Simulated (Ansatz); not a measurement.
# Ir(100) film of 5 layers: electron–phonon coupling and resistivity, part 2 of 2

Wanted: the electron–phonon coupling λ, α²F(ω) and the phonon-limited resistivity of Ir(100) film of 5 layers, on meshes from cheap to dear.

Ansatz 0.2.0; DFT PBE, scalar-relativistic, plane waves, PAW; PAW set soft_1.

So far, coupling constant λ: step 6 (electron–phonon run: q 2×2×1, k 6×6×1, scattering 12×12×1) 0.302; step 7 (k-mesh 9×9×1, q mesh 3×3×1, other occupations) 0.313. Also log mean phonon energy ħω_log (meV): step 6 16.8; step 7 16.1.

**8. Coupling and resistivity, another input**

A very wide smearing makes the SCF cycle and the k sums easy.

The input, input.yaml:

```yaml
crystal:
  lattice:
    - [2.7086245603, 0.0, 0.0]
    - [0.0, 2.7086245603, 0.0]
    - [0.0, 0.0, 39.159999864]
  atoms:
    - { symbol: Ir, position: [0.0, 0.0, 0.141188083] }
    - { symbol: Ir, position: [0.5, 0.5, 0.1882619496] }
    - { symbol: Ir, position: [0.0, 0.0, 0.2385086832] }
    - { symbol: Ir, position: [0.5, 0.5, 0.2887554168] }
    - { symbol: Ir, position: [0.0, 0.0, 0.3358292833] }
  periodic: [true, true, false]
kpoints:
  mp_grid: { grid: [6, 6, 1] }
hamiltonian:
  xc: pbe
  pseudopotentials: { kind: paw, azcp: { folder: soft_1 } }
scf:
  occupations: { method: fermi_dirac, width: 1.0 }
  max_iter: 100
output:
  eigenvalues: true
phonons:
  method: dfpt
  qmesh: [2, 2, 1]
  temperatures: { t_max: 1000, t_step: 50 }
  qpath:
    path: [[0.0, 0.0, 0.0], [0.0, 0.5, 0.0], [0.5, 0.5, 0.0], [0.0, 0.0, 0.0]]
    npoints: 10
  electrical_resistivity:
    mesh: [12, 12, 1]
    temperatures: [20.0, 50.0, 77.0, 100.0, 150.0, 200.0, 300.0, 400.0, 600.0, 800.0]
  electron_occupations: "off"
```

Run with:

```sh
$ ansatz run input.yaml --threads 4 --pin off --max-ram 20480MiB --backend cpu --events-out ev --progress --plain --runs-dir out
```

The job ended after 9.4 s (4 threads of Arm Neoverse V1, shared host; peak memory 0.86 GiB).

The run ended with an error.

The program's message: “refused after 12 iterations: slab_electrons_in_vacuum = 1.10e-4 (threshold 1.00e-6); electrons that its smearing lays highest leave the slab for the vacuum on both its sides, from a quarter of the vec …”

The change that led to it: smear = ["fd", 1.0].

The input has a smearing of electronvolts; the first mend is to use a width of one or two tenths of an eV.

**9. Coupling and resistivity: q 3×3×1, k 12×12×1, scattering 16×16×1**

The next rung changes the k mesh of the density and its response; the scattering mesh, which samples the Fermi surface.

input.yaml, the sections that differ from step 8:

```yaml
kpoints:
  mp_grid: { grid: [12, 12, 1] }
scf:
  occupations: { method: methfessel_paxton, width: 0.2 }
phonons:
  method: dfpt
  qmesh: [3, 3, 1]
  temperatures: { t_max: 1000, t_step: 50 }
  qpath:
    path: [[0.0, 0.0, 0.0], [0.0, 0.5, 0.0], [0.5, 0.5, 0.0], [0.0, 0.0, 0.0]]
    npoints: 10
  electrical_resistivity:
    mesh: [16, 16, 1]
    temperatures: [20.0, 50.0, 77.0, 100.0, 150.0, 200.0, 300.0, 400.0, 600.0, 800.0]
# crystal, hamiltonian, output: as in step 8
```

Elapsed: 31 min, on 4 threads; peak memory 5.5 GiB.

This step gave:

```
zero-point energy                                 : 0.1274 eV/cell
highest frequency, solved or plainly interpolated : 202.1 cm⁻¹
sheet resistance 300K                             : 61.36 Ω/square, mean in the plane
resistivity at 300 K                              : 24.03 μΩ cm, mean of the axes, of the whole cell with its vacuum
coupling constant λ                               : 0.3338
density of states at the Fermi level              : 2.585 states/eV a spin and cell
log mean phonon energy ħω_log                     : 16.08 meV
transport coupling constant λ_tr                  : 0.3736, 0.3736, 0 (xx, yy, zz)
Drude plasma energy                               : 4.19, 4.19, 0 eV (xx, yy, zz), of the whole cell with its vacuum
second-moment phonon energy ħω₂                   : 17.1 meV, from the broadened α²F curve
```

Solved on the 3×3×1 mesh alone; all other wavevectors are interpolated. Phonon branches along the path, in cm⁻¹:

| point | branch 1 | branch 2 | branch 3 | branch 4 | branch 12 | branch 13 | branch 14 | branch 15 |
| --- | --- | --- | --- | --- | --- | --- | --- | --- |
| Γ | 0 | 0 | 0 | 55 | 148 | 157 | 191 | 196 |
| halfway | 76 | 78 | 78 | 82 | 169 | 178 | 182 | 189 |
| X | 94 | 95 | 100 | 103 | 189 | 198 | 201 | 202 |
| halfway | 108 | 108 | 116 | 118 | 177 | 185 | 187 | 195 |
| M | 127 | 127 | 129 | 129 | 178 | 178 | 202 | 202 |
| halfway | 95 | 97 | 111 | 112 | 170 | 176 | 180 | 180 |
| Γ | 0 | 0 | 0 | 55 | 148 | 157 | 191 | 196 |

Some states were left unconverged by the eigensolver. By its own test the run is not converged in the mesh. λ = 0.334 and 61.4 Ω per square at 300 K, against 0.313 and 64.9 in the run with q 3×3×1, k 9×9×1, scattering 12×12×1 (+6.7 % and -5.4 %). The run's own test puts 12 % between its two finest meshes on the component of the resistivity at 300 K that moves most, more than that change.

**10. The ladder**

Times are for 4 threads of Arm Neoverse V1, shared host. The runs compared:

| no. | run | sheet resistance 300K (Ω/square, mean in the plane) | coupling constant λ | log mean phonon energy ħω_log (meV) | time | memory (GiB) |
| --- | --- | --- | --- | --- | --- | --- |
| 1 | q 2×2×1, k 6×6×1, scattering 12×12×1 | 63.61 | 0.3022 | 16.77 | 9.2 min | 3.5 |
| 2 | q 3×3×1, k 9×9×1, scattering 12×12×1 | 64.87 | 0.3129 | 16.15 | 18 min | 4.7 |
| 3 | q 3×3×1, k 12×12×1, scattering 16×16×1 | 61.36 | 0.3338 | 16.08 | 31 min | 5.5 |

The runs together, line α²F. The Eliashberg function α²F, α²F by phonon energy; read off at these points:

| phonon energy (meV) | q 2×2×1, k 6×6×1, scattering 12×12×1 | q 3×3×1, k 9×9×1, scattering 12×12×1 | q 3×3×1, k 12×12×1, scattering 16×16×1 |
| --- | --- | --- | --- |
| 1.00 | 0 | 0 | 0 |
| 1.50 | 1.0e-4 | 1.3e-5 | 1.0e-4 |
| 2.00 | 2.0e-4 | 1.0e-4 | 1.7e-4 |
| 2.50 | 3.4e-4 | 2.0e-4 | 3.2e-4 |
| 3.00 | 7.7e-4 | 3.8e-4 | 4.8e-4 |
| 3.50 | 0.00103 | 6.3e-4 | 7.3e-4 |
| 4.00 | 0.00146 | 8.1e-4 | 1.0e-3 |
| 4.50 | 0.00197 | 0.00114 | 0.00148 |
| 5.00 | 0.00266 | 0.00150 | 0.00229 |
| 5.50 | 0.00363 | 0.00200 | 0.00256 |
| 6.00 | 0.00430 | 0.00264 | 0.00292 |
| 6.50 | 0.00516 | 0.00398 | 0.00343 |
| 7.00 | 0.00673 | 0.00499 | 0.00439 |
| 7.50 | 0.00754 | 0.00657 | 0.00587 |
| 8.00 | 0.00857 | 0.00738 | 0.00750 |
| 8.50 | 0.0106 | 0.00873 | 0.0104 |
| 9.00 | 0.0131 | 0.0121 | 0.0152 |
| 9.50 | 0.0164 | 0.0179 | 0.0224 |
| 10.00 | 0.0220 | 0.0297 | 0.0350 |
| 10.50 | 0.0284 | 0.0469 | 0.0484 |
| 11.00 | 0.0351 | 0.0587 | 0.0620 |
| 11.50 | 0.0491 | 0.0726 | 0.0759 |
| 12.00 | 0.0639 | 0.111 | 0.107 |
| 12.50 | 0.0841 | 0.123 | 0.152 |
| 13.00 | 0.127 | 0.189 | 0.228 |
| 13.50 | 0.141 | 0.214 | 0.206 |
| 14.00 | 0.137 | 0.234 | 0.220 |
| 14.50 | 0.152 | 0.200 | 0.206 |
| 14.86 | 0.250 | 0.199 | 0.203 |
| 15.00 | 0.225 | 0.198 | 0.219 |
| 15.50 | 0.195 | 0.222 | 0.223 |
| 16.00 | 0.262 | 0.225 | 0.231 |
| 16.24 | 0.273 | 0.232 | 0.255 |
| 16.50 | 0.247 | 0.265 | 0.323 |
| 16.63 | 0.213 | 0.269 | 0.354 |
| 17.00 | 0.245 | 0.328 | 0.289 |
| 17.50 | 0.269 | 0.224 | 0.256 |
| 17.81 | 0.283 | 0.198 | 0.232 |
| 18.00 | 0.238 | 0.220 | 0.220 |
| 18.50 | 0.244 | 0.280 | 0.308 |
| 18.60 | 0.247 | 0.304 | 0.342 |
| 19.00 | 0.198 | 0.195 | 0.176 |
| 19.50 | 0.179 | 0.0850 | 0.127 |
| 20.00 | 0.142 | 0.120 | 0.117 |
| 20.50 | 0.132 | 0.118 | 0.152 |
| 21.00 | 0.126 | 0.181 | 0.179 |
| 21.50 | 0.158 | 0.174 | 0.190 |
| 22.00 | 0.244 | 0.147 | 0.178 |
| 22.50 | 0.296 | 0.189 | 0.173 |
| 23.00 | 0.239 | 0.238 | 0.248 |
| 23.50 | 0.231 | 0.192 | 0.178 |
| 24.00 | 0.260 | 0.180 | 0.207 |
| 24.11 | 0.261 | 0.170 | 0.193 |
| 24.50 | 0.0870 | 0.0969 | 0.0786 |
| 25.00 | 0.0586 | - | - |

**11. Outcome**

```yaml
run: PBE, q 3×3×1, k 12×12×1, scattering 16×16×1
coupling_constant_lambda: 0.334
log_mean_phonon_energy_omega_log: 16.1 meV
states_at_the_fermi_level: 2.58 states/eV/spin/cell
sheet_resistance_at_300_k: 61.4 Ω per square
change_between_its_two_finest_scattering_meshes: λ 7 %, resistivity at 300 K 12 %
time_of_that_run: 31 min
```

In words: On the last rung that gave a resistivity at the base settings (q 3×3×1, k 12×12×1, scattering 16×16×1), Ir(100) film of 5 layers has λ = 0.33 and a phonon-limited sheet resistance of 61.4 Ω per square at 300 K. Across the runs of step 10 the sheet resistance 300K runs from 61.4 Ω/square, mean in the plane (q 3×3×1, k 12×12×1, scattering 16×16×1) to 64.9 Ω/square, mean in the plane (q 3×3×1, k 9×9×1, scattering 12×12×1), while the wall time spans a factor of 3.4. The coupling is weak (λ = 0.33), so phonons raise the electrons' mass at the Fermi surface by about 33 %. Values of ρ(T) under 50 K rest on the softest modes, mostly interpolated ones, and are the least sure of the table. The high-temperature form ρ = 2π k_B T λ_tr/(ħ ε₀ ω_p²) gives 25.7 μΩ cm along x at 300 K, against 24.0 from the Boltzmann equation. The three lowest branches give 28 % of λ. By the run's own test, which takes the component that moves most, the resistivity at 300 K moves by 12 % between its two finest scattering meshes, so it is not converged. In the run quoted no mode is imaginary at the wavevectors of the 3×3×1 mesh; wavevectors off that mesh are interpolated. Only scattering by harmonic phonons counts; impurities, grain boundaries and thermal expansion are left out. The resistivity belongs to the whole cell, vacuum included; the sheet resistance is the quantity that does not depend on the vacuum. Spin–orbit coupling, left out here, matters for Ir. The c of the given cell is the typed one; the program laid its own vacuum and ran the layer in a cell 39.2 Å high. The structure was built by hand as an ordered model, and its stability against other phases was not tested.

[Logs are printed without paths, hosts, clocks, repeated set-up lines and the standing remarks that a program may print on its own settings, such as how far it seeks lower states.]

[Hosts, paths, dates, database ids (printed as entryN), source tags and the programs' standing remarks are cut or masked in the printed files.]
